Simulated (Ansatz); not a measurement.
**BaNiI6: relaxing a made-up structure**

This structure for BaNiI6 is made up. Its elements were placed in a known structure type with a cell scaled to their sizes. What cell does the guess relax to, and how far off was it?

Method: DFT, PBEsol, plane-wave PAW, files of the set soft_1, scalar-relativistic, ferromagnetic start, cell and ions relaxed at zero pressure; PAW set soft_1, in the first sound run; inputs show where later runs differ, in Ansatz 0.2.0.

## Step 1: Starting point

The structure is trigonal, space group R-3m (No. 166). Conventional cell: a = 10.573 Å, b = 10.573 Å, c = 9.885 Å, α = 90.00°, β = 90.00°, γ = 120.00°. Ba has 12 I at 3.89 to 4.05 Å nearest. Nearest to I lie 1 Ni at 2.71 Å and 2 Ba at 3.89 to 4.05 Å. Nearest to Ni lie 6 I at 2.71 Å. Farther neighbours and most contacts between anions are not listed.

## Step 2: Relaxation of the guess

The guessed cell has no reason to be at equilibrium. It is relaxed with the atoms, within the space group of the guess.

input.yaml

```yaml
crystal:
  lattice:
    - [5.2865, 3.052162198, 3.295]
    - [-5.2865, 3.052162198, 3.295]
    - [0.0, -6.104324396, 3.295]
  atoms:
    - { symbol: Ba, position: [0.5, 0.5, 0.5] }
    - { symbol: I, position: [0.7221, 0.7221, 0.0852] }
    - { symbol: I, position: [0.0852, 0.7221, 0.7221] }
    - { symbol: I, position: [0.7221, 0.0852, 0.7221] }
    - { symbol: I, position: [0.9148, 0.2779, 0.2779] }
    - { symbol: I, position: [0.2779, 0.2779, 0.9148] }
    - { symbol: I, position: [0.2779, 0.9148, 0.2779] }
    - { symbol: Ni, position: [0.0, 0.0, 0.0], spin: 1.0 }
magnetization:
  spin_polarized: true
kpoints:
  mp_grid: { grid: [4, 4, 4] }
scf:
  occupations: { method: fermi_dirac, width: 0.05 }
hamiltonian:
  xc: pbesol
  pseudopotentials: { kind: paw, azcp: { folder: soft_1 }, xc_functional: pbe }
relax:
  f_tol: 0.015
  max_steps: 70
  cell: {}
output:
  forces: true
  stress: true
```

On the command line:

```
> ansatz run input.yaml --threads 4 --pin off --max-ram 10240MiB --backend cpu --events-out ev --progress --plain --runs-dir out
```

Numbers of over 12 decimals in the logs are rounded to 6 here.

The program printed:

```text
Engine: ansatz 0.2.0, x86_64-unknown-linux-gnu
Pseudopotentials: kind: paw
Pseudopotential: Ba, paw, valence charge 10, recommended cutoff 420 eV (normal), soft_1/Ba.paw.azcp
Pseudopotential: I, paw, valence charge 17, recommended cutoff 420 eV (normal), soft_1/I.paw.azcp
Pseudopotential: Ni, paw, valence charge 18, recommended cutoff 420 eV (normal), soft_1/Ni.paw.azcp
Functional definition: PBEsol
  exchange = pbesol_x
  correlation = pbesol_c
Crystal: 8 atoms, lattice volume = 318.994 Å³
Basis set: ecut = 420 eV, 6233 PW (Γ), exchange–correlation on 96×96×96 points (8 copies of the dense FFT grid, shifted against one another)
Bands: 79, of which v1, the nominal top of the filled ones, is band 65 counted from 1 (64 counted from 0)
Symmetry: 12 space group operations
Space group: R-3m (ITA 166), of the structure as read, at distance tolerance 6.8e-5 Å
Magnetic group: BNS 166.97 (UNI 1327), of the structure as read, at distance tolerance 6.8e-5 Å
k-points: 13 of 64
Non-local potential: Ba, projectors of the file, l = 0: 3, l = 1: 2, l = 2: 2, l = 3: 2
Non-local potential: I, projectors of the file, l = 0: 2, l = 1: 2, l = 2: 2, l = 3: 1
Non-local potential: Ni, projectors of the file, l = 0: 3, l = 1: 2, l = 2: 3, l = 3: 1
PAW form: soft (Blöchl's): semilocal exchange-correlation on the pseudo side does not see the compensation charge
PAW frozen core: Ba, regenerated for the run's functional, and the local potential with it (the file was generated under x = pbe(κ = 0.804, μ = 0.219515), c = pbe(β = 0.066725))
PAW frozen core: I, regenerated for the run's functional, and the local potential with it (the file was generated under x = pbe(κ = 0.804, μ = 0.219515), c = pbe(β = 0.066725))
PAW frozen core: Ni, regenerated for the run's functional, and the local potential with it (the file was generated under x = pbe(κ = 0.804, μ = 0.219515), c = pbe(β = 0.066725))
PAW one-centre angular grid: Ba, 194 points (default); XC on 64 Gauss nodes
PAW one-centre angular grid: I, 590 points (default); XC on 64 Gauss nodes
PAW one-centre angular grid: Ni, 590 points (default); XC on 64 Gauss nodes
Initial density: superposition of atomic densities (chi_scale 0.1, normalization cell, long waves kept (reshape's long-wave potential 0.02 eV rms))
Starting moments: Σ|m| = 1 μB on 1 of 8 sites
Initial wavefunctions: pseudopotential atomic-orbital guess
Functional: x = pbesol(κ = 0.804, μ = 0.123457), c = pbesol(β = 0.046)
SCF iter   1: F=—  HF=-56266.700140 eV  |F-HF|=—  |Δ(HF+E_count)|=         —  Δρ=2.80e-2 (↑2.12e-2 ↓2.80e-2)  dr2=1.18e1  dr2_m=7.21e-2  M=1.020 μB ∫|m|=1.079 μB  β_m=0.30  ethr=3.10e-3  ⟨swp⟩=12.5  Hψ=10741  notcnv=0  defer=16
Mixer restart at iter 1: flushing history
preconditioner: auto → Kerker (q_TF=auto, 2.349 Å⁻¹)  [metal: Δε(μ)=0.014 eV  Ē_g=7.973 eV  σ=0.050 eV  W_gap=0.07  n_scr=74 (ndim 8)  ℏωp=16.1 eV  f_vac=0.045  D(μ)=8.69/eV (n_scr^D=62)]
spin=Collinear: Kerker preconditioning applied to the charge; magnetization (m = ρ↑ − ρ↓) channel mixes plain (no charge-response kernel on spin).
SCF iter   2: F=—  HF=-56267.148733 eV  |F-HF|=—  |Δ(HF+E_count)|=   4.49e-1  Δρ=1.32e-2 (↑1.10e-2 ↓1.32e-2)  dr2=4.01e0  dr2_m=3.26e-2  M=0.968 μB ∫|m|=1.088 μB  β_m=0.37  ethr=3.10e-3  ⟨swp⟩=3.0  Hψ=5604  notcnv=0  defer=154
SCF iter   3: F=—  HF=-56266.580161 eV  |F-HF|=—  |Δ(HF+E_count)|=   5.69e-1  Δρ=1.11e-2 (↑7.19e-3 ↓1.11e-2)  dr2=2.32e0  dr2_m=2.05e-2  M=0.940 μB ∫|m|=1.081 μB  β_m=0.41  ethr=3.08e-3  ⟨swp⟩=3.0  Hψ=2687  notcnv=0  defer=148
SCF iter   4: F=—  HF=-56266.314572 eV  |F-HF|=—  |Δ(HF+E_count)|=   2.66e-1  Δρ=5.18e-3 (↑5.18e-3 ↓2.71e-3)  dr2=2.41e-1  dr2_m=1.06e-2  M=0.827 μB ∫|m|=1.047 μB  β_m=0.71  ethr=1.79e-3  ⟨swp⟩=3.0  Hψ=3051  notcnv=0  defer=148
SCF iter   5: F=—  HF=-56266.281945 eV  |F-HF|=—  |Δ(HF+E_count)|=         —  Δρ=3.24e-3 (↑3.24e-3 ↓1.19e-3)  dr2=8.35e-2  dr2_m=5.75e-3  M=0.705 μB ∫|m|=0.939 μB  β_m=0.71  ethr=1.86e-4  ⟨swp⟩=4.1  Hψ=4533  notcnv=0  defer=146
Mixer restart at iter 5: flushing history
SCF iter   6: F=—  HF=-56266.293655 eV  |F-HF|=—  |Δ(HF+E_count)|=   1.17e-2  Δρ=2.84e-3 (↑1.77e-3 ↓2.84e-3)  dr2=4.47e-2  dr2_m=1.05e-3  M=0.710 μB ∫|m|=0.931 μB  β_m=0.64  ethr=6.43e-5  ⟨swp⟩=2.5  Hψ=3968  notcnv=0  defer=146
SCF iter   7: F=—  HF=-56266.287305 eV  |F-HF|=—  |Δ(HF+E_count)|=   6.35e-3  Δρ=2.61e-3 (↑2.61e-3 ↓1.41e-3)  dr2=5.50e-2  dr2_m=1.19e-3  M=0.685 μB ∫|m|=0.913 μB  β_m=0.48  ethr=3.44e-5  ⟨swp⟩=2.5  Hψ=4233  notcnv=0  defer=142
SCF iter   8: F=—  HF=-56266.281515 eV  |F-HF|=—  |Δ(HF+E_count)|=   5.79e-3  Δρ=1.08e-3 (↑5.78e-4 ↓1.08e-3)  dr2=1.06e-2  dr2_m=2.14e-4  M=0.686 μB ∫|m|=0.901 μB  β_m=0.78  ethr=3.44e-5  ⟨swp⟩=2.5  Hψ=3989  notcnv=0  defer=141
SCF iter   9: F=—  HF=-56266.281771 eV  |F-HF|=—  |Δ(HF+E_count)|=   2.55e-4  Δρ=4.68e-4 (↑1.96e-4 ↓4.68e-4)  dr2=2.23e-3  dr2_m=6.37e-5  M=0.671 μB ∫|m|=0.879 μB  β_m=0.83  ethr=8.16e-6  ⟨swp⟩=2.0  Hψ=2460  notcnv=0  defer=141
SCF iter  10: F=—  HF=-56266.281418 eV  |F-HF|=—  |Δ(HF+E_count)|=   3.53e-4  Δρ=2.01e-4 (↑1.65e-4 ↓2.01e-4)  dr2=4.38e-4  dr2_m=1.28e-6  M=0.664 μB ∫|m|=0.871 μB  β_m=0.91  ethr=1.72e-6  ⟨swp⟩=2.0  Hψ=2513  notcnv=0  defer=141
SCF iter  11: F=—  HF=-56266.281427 eV  |F-HF|=—  |Δ(HF+E_count)|=   9.21e-6  Δρ=8.81e-5 (↑5.56e-5 ↓8.81e-5)  dr2=9.84e-5  dr2_m=1.03e-6  M=0.665 μB ∫|m|=0.872 μB  β_m=0.88  ethr=3.37e-7  ⟨swp⟩=3.0  Hψ=4016  notcnv=0  defer=141
SCF iter  12: F=—  HF=-56266.281408 eV  |F-HF|=—  |Δ(HF+E_count)|=   1.89e-5  Δρ=2.53e-5 (↑1.04e-5 ↓2.53e-5)  dr2=5.29e-6  dr2_m=6.53e-7  M=0.664 μB ∫|m|=0.871 μB  β_m=0.94  ethr=7.57e-8  ⟨swp⟩=3.0  Hψ=3915  notcnv=0  defer=141
SCF iter  13: F=—  HF=-56266.281408 eV  |F-HF|=—  |Δ(HF+E_count)|=   1.04e-7  Δρ=1.58e-5 (↑6.20e-6 ↓1.58e-5)  dr2=1.74e-6  dr2_m=7.70e-8  M=0.664 μB ∫|m|=0.871 μB  β_m=0.97  ethr=4.07e-9  ⟨swp⟩=2.0  Hψ=2506  notcnv=0  defer=141
SCF iter  14: F=—  HF=-56266.281408 eV  |F-HF|=—  |Δ(HF+E_count)|=   3.74e-7  Δρ=3.01e-6 (↑2.91e-6 ↓3.01e-6)  dr2=1.10e-7  dr2_m=7.12e-11  M=0.664 μB ∫|m|=0.871 μB  β_m=0.98  ethr=1.33e-9  ⟨swp⟩=2.0  Hψ=2600  notcnv=0  defer=141
SCF iter  15: F=—  HF=-56266.281408 eV  |F-HF|=—  |Δ(HF+E_count)|=   1.29e-8  Δρ=2.55e-6 (↑1.42e-6 ↓2.55e-6)  dr2=5.27e-8  dr2_m=1.06e-9  M=0.664 μB ∫|m|=0.871 μB  β_m=0.99  ethr=8.43e-11  ⟨swp⟩=2.4  Hψ=3836  notcnv=0  defer=141
SCF iter  16: F=-56266.281408 eV  HF=-56266.281409 eV  |F-HF|=5.97e-8  |Δ(HF+E_count)|=   6.98e-9  Δρ=2.86e-6 (↑1.86e-6 ↓2.86e-6)  dr2=6.83e-8  dr2_m=7.74e-10  M=0.664 μB ∫|m|=0.871 μB  ethr=4.05e-11  ⟨swp⟩=2.0  Hψ=6171  notcnv=0
[...]
relax step   7: F+E_penalty+E_count = -56267.32124496 eV  Δ(F+E_penalty+E_count) = -3.168e-4 eV  max|allowed force component| = 4.481e-3 eV/Å  Δτ_max = 0.0048 Å  P = -0.015 GPa  Ω = 277.624 Å³  energy of the carried Pulay correction = +4.880e-3 eV  (10 SCF iters, dr2 threshold 3.81e-8 eV, accepted)
Initial wavefunctions: pseudopotential atomic-orbital guess (no wavefunctions were taken with the density)
iter 1 solved again at ethr=3.91e-6 eV; its pass at ethr=3.10e-3 eV (dr2=5.09e-3 eV) is discarded
SCF iter   1: F=—  HF=-56267.316635 eV  |F-HF|=—  |Δ(HF+E_count)|=         —  Δρ=1.68e-4 (↑1.68e-4 ↓1.68e-4)  dr2=1.61e-4  dr2_m=3.55e-12  M=-0.000 μB ∫|m|=0.000 μB  β_m=0.65  ethr=3.91e-6  ⟨swp⟩=6.0  Hψ=14038  notcnv=0  defer=2
preconditioner: auto → Kerker (q_TF=auto, 2.060 Å⁻¹)  [metal: Δε(μ)=0.015 eV  Ē_g=9.824 eV  σ=0.050 eV  W_gap=0.08  n_scr=48 (ndim 8)  ℏωp=17.3 eV  f_vac=0.036  D(μ)=4.17/eV (n_scr^D=24)]
spin=Collinear: Kerker preconditioning applied to the charge; magnetization (m = ρ↑ − ρ↓) channel mixes plain (no charge-response kernel on spin).
SCF iter   2: F=—  HF=-56267.317044 eV  |F-HF|=—  |Δ(HF+E_count)|=   4.08e-4  Δρ=6.20e-5 (↑6.20e-5 ↓6.20e-5)  dr2=1.15e-5  dr2_m=6.58e-13  M=-0.000 μB ∫|m|=0.000 μB  β_m=0.47  ethr=1.24e-7  ⟨swp⟩=2.0  Hψ=3774  notcnv=0
SCF iter   3: F=—  HF=-56267.317097 eV  |F-HF|=—  |Δ(HF+E_count)|=   5.31e-5  Δρ=4.32e-5 (↑4.32e-5 ↓4.32e-5)  dr2=1.07e-5  dr2_m=5.89e-13  M=-0.000 μB ∫|m|=0.000 μB  β_m=0.45  ethr=8.84e-9  ⟨swp⟩=2.5  Hψ=3798  notcnv=0
SCF iter   4: F=—  HF=-56267.317120 eV  |F-HF|=—  |Δ(HF+E_count)|=   2.38e-5  Δρ=1.89e-5 (↑1.89e-5 ↓1.89e-5)  dr2=2.55e-6  dr2_m=5.85e-13  M=-0.000 μB ∫|m|=0.000 μB  β_m=0.72  ethr=8.22e-9  ⟨swp⟩=2.0  Hψ=3740  notcnv=0
SCF iter   5: F=—  HF=-56267.317132 eV  |F-HF|=—  |Δ(HF+E_count)|=   1.20e-5  Δρ=2.39e-5 (↑2.39e-5 ↓2.39e-5)  dr2=5.81e-6  dr2_m=2.67e-13  M=-0.000 μB ∫|m|=0.000 μB  β_m=0.86  ethr=1.97e-9  ⟨swp⟩=2.0  Hψ=3662  notcnv=0
SCF iter   6: F=—  HF=-56267.317139 eV  |F-HF|=—  |Δ(HF+E_count)|=   6.51e-6  Δρ=1.92e-5 (↑1.92e-5 ↓1.92e-5)  dr2=3.89e-6  dr2_m=3.40e-13  M=-0.000 μB ∫|m|=0.000 μB  β_m=0.93  ethr=1.97e-9  ⟨swp⟩=2.0  Hψ=3754  notcnv=0
SCF iter   7: F=—  HF=-56267.317142 eV  |F-HF|=—  |Δ(HF+E_count)|=   3.40e-6  Δρ=5.22e-6 (↑5.22e-6 ↓5.21e-6)  dr2=2.59e-7  dr2_m=9.71e-14  M=-0.000 μB ∫|m|=0.000 μB  β_m=0.93  ethr=1.97e-9  ⟨swp⟩=3.0  Hψ=4010  notcnv=0
SCF iter   8: F=—  HF=-56267.317142 eV  |F-HF|=—  |Δ(HF+E_count)|=   8.52e-8  Δρ=9.46e-7 (↑9.46e-7 ↓9.42e-7)  dr2=8.63e-9  dr2_m=1.51e-14  M=-0.000 μB ∫|m|=0.000 μB  β_m=0.96  ethr=1.99e-10  ⟨swp⟩=2.0  Hψ=3808  notcnv=0
SCF iter   9: F=—  HF=-56267.317142 eV  |F-HF|=—  |Δ(HF+E_count)|=   2.76e-9  Δρ=3.17e-7 (↑3.17e-7 ↓3.14e-7)  dr2=1.01e-9  dr2_m=6.44e-15  M=-0.000 μB ∫|m|=0.000 μB  β_m=0.98  ethr=6.64e-12  ⟨swp⟩=2.0  Hψ=2684  notcnv=0
SCF iter  10: F=—  HF=-56267.317142 eV  |F-HF|=—  |Δ(HF+E_count)|=   2.22e-7  Δρ=2.41e-8 (↑2.40e-8 ↓2.41e-8)  dr2=1.28e-11  dr2_m=7.92e-16  M=-0.000 μB ∫|m|=0.000 μB  β_m=0.99  ethr=1.00e-12  ⟨swp⟩=2.0  Hψ=3812  notcnv=0
SCF iter  11: F=—  HF=-56267.317142 eV  |F-HF|=—  |Δ(HF+E_count)|=  5.09e-11  Δρ=4.73e-8 (↑4.73e-8 ↓4.63e-8)  dr2=1.82e-11  dr2_m=7.74e-16  M=-0.000 μB ∫|m|=0.000 μB  β_m=0.92  ethr=1.00e-12  ⟨swp⟩=1.1  Hψ=2060  notcnv=0
SCF iter  12: F=-56267.317142 eV  HF=-56267.317142 eV  |F-HF|=1.46e-11  |Δ(HF+E_count)|=  1.46e-11  Δρ=5.79e-9 (↑5.57e-9 ↓5.79e-9)  dr2=6.84e-13  dr2_m=6.26e-17  M=-0.000 μB ∫|m|=0.000 μB  ethr=1.00e-12  ⟨swp⟩=3.0  Hψ=6411  notcnv=0
the starting moments were not kept: the SCF closed with an absolute magnetisation of 3.3e-8 μB, where they sum to 1 μB in size (1 site). That is at most 0.1 of that sum. Measured as dr2_m measures the in/out step, that magnetisation stands 1.3e-15 eV from none, at or under the dr2_threshold of 8.0e-11 eV: it is no larger than a step whose dr2_m would equal this threshold.
SCF 8 converged in 12 iterations: F = -56267.317142 eV  dr2 = 6.84e-13
relax step   8: F+E_penalty+E_count = -56267.31714214 eV  Δ(F+E_penalty+E_count) = +4.103e-3 eV  max|allowed force component| = 4.299e-3 eV/Å  Δτ_max = 0.0000 Å  P = -0.016 GPa  Ω = 277.624 Å³  stress off target by 1.65e-2 GPa  SCF on the basis re-selected at this cell (its energy is not comparable with the rows above)  (12 SCF iters)
basis re-selected at this cell: Δ(F+E_penalty+E_count) = +4.103e-3 eV, ΔP = -0.002 GPa vs the last step (what re-selecting the basis moved, of the pressure what is left beyond the Pulay correction that the steps carried, after the strain that the cell walked since its last selection, with what the two solves' SCF thresholds leave and, on support functions, any second-order correction that the steps lacked; it is no m [...]
SCF converged after 12 iterations
Magnetization: -0.0000 μB (65.0000 up, 65.0000 down)
Absolute magnetization: 0.0000 μB (∫|ρ↑−ρ↓|, with the PAW one-centre terms)
Spin contamination: 0.0000 ħ² per cell (⟨S²⟩ above its minimum at these occupations)
Per-site moments (μB) at R_I (Å): [(-1.4292365224648359e-10, 1.444485), (2.445542142627773e-10, 1.075982), (2.445538307571236e-10, 1.075982), (2.4455446996190513e-10, 1.075982), (2.4455382655725733e-10, 1.075982), (2.445540032530975e-10, 1.075982), (2.4455438515590456e-10, 1.075982), (-2.0430145459953516e-8, 1.075982)]
Free energy (F): -56267.317142 eV
Harris-Foulkes:  -56267.317142 eV  (|F-HF|=1.46e-11)
Internal energy: -56267.281771 eV  (E = F + TS)
E sigma→0 (E₀):  -56267.299457 eV
Entropy (-TS):   -0.035371 eV (-4.421 meV/atom)
Fermi energy:    7.227483 eV
--- Per-component energies (eV) ---
  E_band       = -2679.654088
  E_kinetic    = 1456.681952
  E_local      = -18787.195979  (includes V_loc(G=0)·N_el)
  E_nonlocal   = 681.441361
  E_hartree    = 8756.987956
  E_xc         = -952.743416
  E_vxc        = -940.000580  (∫ρ·V_xc dr)
  E_paw        = -34950.246817  (= ΣΔE_a)
  E_vpaw       = -2604.542848  (= ΣTr[D̂ρ^β])
  E_aug_tail   = -0.013965  (compensation charges beyond the density's cutoff)
  E_ewald      = -12475.014406
  E_core_change = 2.821542  (= ΣΔE_core)
  E_smearing   = -0.035371  (= −TS)
  E_closure    = 0.000000  (closes the sum)
  Σ components = -56267.317142   (vs F -56267.317142, Δ=0.00e0)
--- Forces (eV/Å), atoms counted from 1 ---
  atom   1  Ba     0.00000000    -0.00000000    -0.00000000
  atom   2  I      0.00000000     0.00307328    -0.00429940
  atom   3  I     -0.00266153    -0.00153664    -0.00429940
  atom   4  I      0.00266153    -0.00153664    -0.00429940
  atom   5  I      0.00266153     0.00153664     0.00429940
  atom   6  I     -0.00000000    -0.00307328     0.00429940
  atom   7  I     -0.00266153     0.00153664     0.00429940
  atom   8  Ni     0.00000000     0.00000000    -0.00000000
  max |Σ_I F_I| component: 5.64e-18 eV/Å
--- Stress (GPa, compression-positive) ---
       -0.016445       0.000000       0.000000
        0.000000      -0.016445       0.000000
        0.000000       0.000000      -0.016469
  P = ⅓ Tr σ = -0.0165 GPa (-0.165 kbar)
--- Relaxed structure (7 steps of the walk, 7 accepted, 1 SCFs on fresh bases) ---
  F+E_penalty+E_count = -56267.31714214 eV   max|allowed force component| = 4.299e-3 eV/Å   (the final SCF, on the basis selected at the relaxed cell)
  cell:  # Å, volume = 277.6235 Å³
    - [5.336175, 3.080842, 2.814528]
    - [-5.336175, 3.080842, 2.814528]
    - [-4.9905704997975983e-17, -6.161684, 2.814528]
  atoms:
    - { symbol: Ba, position: [0.5, 0.5, 0.5] }
    - { symbol: I, position: [0.709790, 0.709790, 0.060111] }
    - { symbol: I, position: [0.060111, 0.709790, 0.709790] }
    - { symbol: I, position: [0.709790, 0.060111, 0.709790] }
    - { symbol: I, position: [0.939889, 0.290210, 0.290210] }
    - { symbol: I, position: [0.290210, 0.290210, 0.939889] }
    - { symbol: I, position: [0.290210, 0.939889, 0.290210] }
    - { symbol: Ni, position: [4.274442997626688e-19, 5.043526161698928e-19, 2.527638794992484e-19] }
```

Run time: 2 min. Hardware: 4 threads of Intel Xeon Platinum 8488C (Sapphire Rapids), shared host; peak memory 1.3 GiB.

The steps of the relaxation:

| step | energy less that of the first step (eV) | largest force component (eV/Å) | pressure (GPa) | volume (Å³) |
| --- | --- | --- | --- | --- |
| 1 | 0.0000 | 0.3636 | -3.42 | 318.99 |
| 2 | -0.7312 | 0.2364 | -1.72 | 284.88 |
| 3 | -0.9459 | 0.1134 | 0.66 | 267.43 |
| 4 | -0.9937 | 0.0238 | 0.43 | 268.40 |
| 5 | -1.0364 | 0.0302 | 0.09 | 275.50 |
| 6 | -1.0395 | 0.0218 | 0.08 | 276.76 |
| 7 | -1.0398 | 0.0045 | -0.01 | 277.62 |
| 8* | -1.0357 | 0.0043 | -0.02 | 277.62 |

Relaxation steps marked * repeat the geometry before them on a plane-wave basis chosen anew for their cell, so energy and pressure can jump there.

The run keeps the 12 symmetry operations that it works with, so distortions that break them were not tested.

| cell as run | before | after | change |
| --- | --- | --- | --- |
| a (Å) | 6.937 | 6.774 | -2.3 % |
| b (Å) | 6.937 | 6.774 | -2.3 % |
| c (Å) | 6.937 | 6.774 | -2.3 % |
| α (°) | 99.30 | 103.95 | +4.7 % |
| β (°) | 99.30 | 103.95 | +4.7 % |
| γ (°) | 99.30 | 103.95 | +4.7 % |
| volume (Å³/atom) | 39.87 | 34.70 | -13.0 % |

The atoms that moved most (Å, as changes of fractional coordinates times the final cell):

| atom | dx | dy | dz | length |
| --- | --- | --- | --- | --- |
| I5 | 0.068 | 0.039 | 0.140 | 0.161 |
| I7 | -0.068 | 0.039 | 0.140 | 0.161 |
| I4 | 0.068 | -0.039 | -0.140 | 0.161 |
| I3 | -0.068 | -0.039 | -0.140 | 0.161 |
| I2 | 0.000 | 0.079 | -0.140 | 0.161 |
| I6 | 0.000 | -0.079 | 0.140 | 0.161 |

Numbers from this step:

- free energy: -56267.3171 eV
- energy at zero smearing: -56267.2995 eV
- smearing term TS: 0.03537 eV
- Fermi energy: 7.227 eV
- electrons: 130
- symmetry operations: 12
- pressure: -0.01645 GPa

Shortest distances by pair of elements, guess and relaxed (not always the same contact):

| pair | guess (Å) | relaxed (Å) |
| --- | --- | --- |
| I–Ni | 2.705 | 2.608 |
| I–I | 3.812 | 3.270 |
| Ba–I | 3.889 | 3.502 |
| Ba–Ni | 4.942 | 4.222 |

The relaxation ends with a largest force component of 0.0043 eV/Å and a pressure of -0.02 GPa. The starting moments have collapsed: the run ends non-magnetic.

(Part 1 of 2 ends here.)

[Logs are printed without paths, hosts, clocks, repeated set-up lines and the standing remarks that a program may print on its own settings, such as how far it seeks lower states.]

[Hosts, paths, dates, database ids (printed as entryN), source tags and the programs' standing remarks are cut or masked in the printed files.]
